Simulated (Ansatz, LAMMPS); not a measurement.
# Structural relaxation of amorphous 43ZrO2-57SiO2 (mol %) (84 atoms), part 2 of 2

Aim: bring amorphous 43ZrO2-57SiO2 (mol %) (84 atoms) to a nearby minimum of the energy and see what moves.

Ansatz 0.2.0; Kohn-Sham DFT, PBE, PAW (set soft_2), plane waves.

The cell: 12 Zr, 16 Si and 56 O. The quench rate of 50 K/ps far exceeds what a furnace or splat quench reaches. The network of bonds at the start is that of the classical potential that made the cell. Only the Γ point is sampled in the main run, in a cell whose shortest periodic width is 11 Å.

So far. Step 4 (Cell and atoms relaxed): The relaxation changed the energy by -61.5 meV/atom, and atoms moved by 0.18 Å r.m.s., 0.56 Å at most. Step 7 (K-mesh 2×2×2): Forces differ from those of the single point at the relaxed geometry by 9.7 meV/Å r.m.s.; the energy by -0.44 meV/atom and the gap by -0.036 eV. It took 3.5 min and 10 cycles; the reference's time can't be set against it, since the two runs asked for unlike analyses.

## 8. Functional HSE06

HSE06 mixes in a quarter of exact exchange at short range, which counters self-interaction, at a higher cost.

This step: Kohn-Sham DFT, HSE06, PAW (set soft_2), plane waves (Ansatz 0.2.0).

input.yaml reads:

```yaml
crystal:
  lattice:
    - [10.78163, 0.2518, 0.21136]
    - [0.2518, 10.38915, 0.0679]
    - [0.21136, 0.0679, 10.47361]
  atoms:
    [... the 84 atom lines of step 6 ...]
kpoints:
  mp_grid: { grid: [1, 1, 1] }
hamiltonian:
  xc: hse06
scf:
  occupations: { method: fermi_dirac, width: 0.025 }
output:
  forces: true
  stress: true
  populations: true
  dos:
    method: { smearing: { sigma: 0.08 } }
    de: 0.05
    projected: { site_lists: { O: [O], Si: [Si], Zr: [Zr] } }
  eigenvalues: true
```

Command:

```
$ ansatz run input.yaml --threads 4 --pin off --max-ram 8192MiB --backend cpu --events-out ev --progress --plain --runs-dir out
```

Run time: 6.3 min. Hardware: 4 threads of Arm Neoverse V1, shared host; peak memory 3.6 GiB.

The program notes that the exchange threshold is loose for the stress and the SCF threshold is loose for the stress.

Geometry and reference: those of the single point at the relaxed geometry.

Forces differ from those of the single point at the relaxed geometry by 178 meV/Å r.m.s.; the pressure by -5.0 GPa and the gap by +1.6 eV. It took 6.3 min and 20 cycles; the reference's time can't be set against it, since the two runs asked for unlike analyses.

Read from the output:

| Property | Result |
| --- | --- |
| free energy | -92291.8380 eV |
| free energy per atom | -1098.7124 eV/atom |
| SCF cycles | 20 |
| pressure | -4.979 GPa |
| r.m.s. force component | 0.1778 eV/Å |
| longest force | 0.6094 eV/Å |
| Fermi energy | 6.175 eV |
| gap (highest filled to lowest empty level) | 5.49 eV |
| spilling of the projection | 0.009185 |

Length of the force by element and coordination:

```tsv
element	coordination	atoms	mean length of the force (eV/Å)	spread	least	most
O	all	56	0.335	0.113	0.122	0.609
O	2	34	0.362	0.117	0.147	0.609
O	3	21	0.298	0.0935	0.122	0.473
O	4	1	0.228	0	0.228	0.228
Si	all	16	0.116	0.0416	0.0363	0.19
Zr	all	12	0.237	0.058	0.132	0.326
Zr	5	2	0.213	0.0636	0.149	0.276
Zr	6	9	0.239	0.058	0.132	0.326
Zr	7	1	0.266	0	0.266	0.266
```

Löwdin charges by element and coordination (they lack the spilled electrons, 0.059 e an atom on average):

```tsv
element	coordination	atoms	mean charge (e)	spread	least	most
O	all	56	-0.782	0.0377	-0.832	-0.689
O	2	34	-0.775	0.0403	-0.830	-0.689
O	3	21	-0.795	0.0301	-0.832	-0.731
O	4	1	-0.760	0	-0.760	-0.760
Si	all	16	1.78	0.0255	1.73	1.84
Zr	all	12	1.70	0.0319	1.63	1.75
Zr	5	2	1.70	0.0221	1.68	1.73
Zr	6	9	1.70	0.0281	1.65	1.75
Zr	7	1	1.63	0	1.63	1.63
```

States in the cell by windows of 1 eV, zero at the Fermi level; the larger projections on atomic orbitals stand beside the total:

```tsv
from (eV)	to (eV)	total	O p	Zr d
-14	-13	0.0	0.0	0.0
-13	-12	2.1	1.4	0.0
-12	-11	6.4	4.3	0.1
-11	-10	11.5	7.9	0.2
-10	-9	8.6	6.1	0.3
-9	-8	22.8	16.7	1.4
-8	-7	36.5	27.5	3.4
-7	-6	52.0	41.5	5.1
-6	-5	58.2	50.2	4.3
-5	-4	69.4	62.8	3.5
-4	-3	58.9	55.5	1.7
-3	-2	9.6	9.1	0.2
-2	2	0.0	0.0	0.0
2	3	5.2	0.5	4.2
3	4	27.7	2.7	21.8
4	5	40.3	5.2	29.6
```

Between -26 and -14 eV lie 112 more states.

The stored curve holds about 448 of the 544 electrons; the rest, give or take the few that broadening carries across the Fermi level, lie in deeper levels below its range.

The levels nearest the highest filled one (over half full), pooled over k-points and spins:

```tsv
level less the highest filled one (eV)	occupation
-0.343	2
-0.225	2
-0.177	2
-0.142	2
-0.0229	2
0	2
5.49	0
5.65	0
5.73	0
5.79	0
6.04	0
6.09	0
```

## 9. Functional r2SCAN (500 eV)

The meta-GGA r2SCAN uses the kinetic energy density as well as the density and its gradient. Besides, the cutoff goes from 420 to 500 eV.

This step: Kohn-Sham DFT, r2SCAN, PAW (set soft_2), plane waves (Ansatz 0.2.0).

input.yaml: that of step 8 with these lines changed.

```diff
@@ -10,3 +10,3 @@
 hamiltonian:
-  xc: hse06
+  xc: r2scan
 scf:
```

Elapsed: 59 s, on 4 threads; peak memory 3.2 GiB.

Geometry and reference: those of the single point at the relaxed geometry.

Forces differ from those of the single point at the relaxed geometry by 155 meV/Å r.m.s.; the pressure by -4.1 GPa and the gap by +0.46 eV. It took 59 s and 11 cycles; the reference's time can't be set against it, since the two runs asked for unlike analyses.

## 10. Functional PBEsol

PBEsol restores the gradient expansion of exchange for slowly varying densities and usually gives shorter bonds in solids than PBE.

This step: Kohn-Sham DFT, PBEsol, PAW (set soft_2), plane waves (Ansatz 0.2.0).

input.yaml: that of step 9 with these lines changed.

```diff
@@ -10,3 +10,3 @@
 hamiltonian:
-  xc: r2scan
+  xc: pbesol
 scf:
```

Run time: 24 s. Hardware: 4 threads; peak memory 1.5 GiB; 87 s of CPU time.

Geometry and reference: those of the single point at the relaxed geometry.

Forces differ from those of the single point at the relaxed geometry by 65 meV/Å r.m.s.; the pressure by -3.6 GPa and the gap by -0.047 eV.

## 11. Cost against change

Differences are against the single point at the relaxed geometry (Kohn-Sham DFT, PBE, PAW (set soft_2), plane waves), whose r.m.s. force component is 0.00772 eV/Å. Energies are set beside the reference only for runs with its functional, potentials and electron count. Times are for 4 threads of Arm Neoverse V1, shared host. The reference's time includes grids, which some other runs skip.

```tsv
run	Δ force, r.m.s. (meV/Å)	Δ energy (meV/atom)	Δ pressure (GPa)	Δ gap (eV)	cycles	time	host memory (GiB)
reference	-	-	-	-	10	23 s	1.5
k-mesh 2×2×2	9.68	-0.444	0.0105	-0.0356	10	3.5 min	5.4
functional HSE06	178	-	-4.99	1.61	20	6.3 min	3.6
functional r2SCAN (500 eV)	155	-	-4.13	0.461	11	59 s	3.2
functional PBEsol	65.2	-	-3.63	-0.0466	11	24 s	1.5
```

## 12. Results

```json
{"energy change in the relaxation": "-61.52 meV/atom", "r.m.s. displacement": "0.18 Å", "largest displacement": "0.559 Å", "free energy per atom": "-1098.3620 eV/atom", "pressure": "0.01254 GPa", "r.m.s. force component": "0.00772 eV/Å", "gap (highest filled to lowest empty level)": "3.88 eV", "wall time of the 7 DFT runs": "14 min"}
```

Relaxation lowers the energy by 61.5 meV/atom and moves atoms by 0.18 Å r.m.s.; the r.m.s. force component goes from 0.96 to 0.0077 eV/Å. Displacements are taken in the final cell, so they leave out its strain. By the final cutoffs no bond was broken or made. The cell shrank by 2.2 % in volume. First to last step the energy falls by 5.167 eV, across changes of basis; the largest move, 0.56 Å, is that of O76. The O-Zr bonds go from 2.163 Å (spread 0.153) to 2.150 Å (spread 0.180). Counting bonds as in the table, 61 % of O atoms have 2, all Si atoms have 4 and 75 % of Zr atoms have 6 bonded neighbours. Counting bonds to Si alone, not to Zr, 30 % of the oxygens join two of these atoms and 54 % one; 16 % join none. Between filled and empty levels lie 3.88 eV (at Γ alone); a semilocal functional tends to put such gaps too low. In a disordered cell it changes from sample to sample, and tail or defect levels can set it.

Among the changes of functional, dispersion, potentials or spin set against this reference, functional HSE06 moves the forces most, by 178 meV/Å r.m.s. The gap changes by +1.61 eV with HSE06.

What to keep in mind: The starting topology of bonds comes from the classical model; DFT moved the atoms only locally, and no bond changed.

[Logs are printed without paths, hosts, clocks, repeated set-up lines and the standing remarks that a program may print on its own settings, such as how far it seeks lower states.]

[Hosts, paths, dates, database ids (printed as entryN), source tags and the programs' standing remarks are cut or masked in the printed files.]
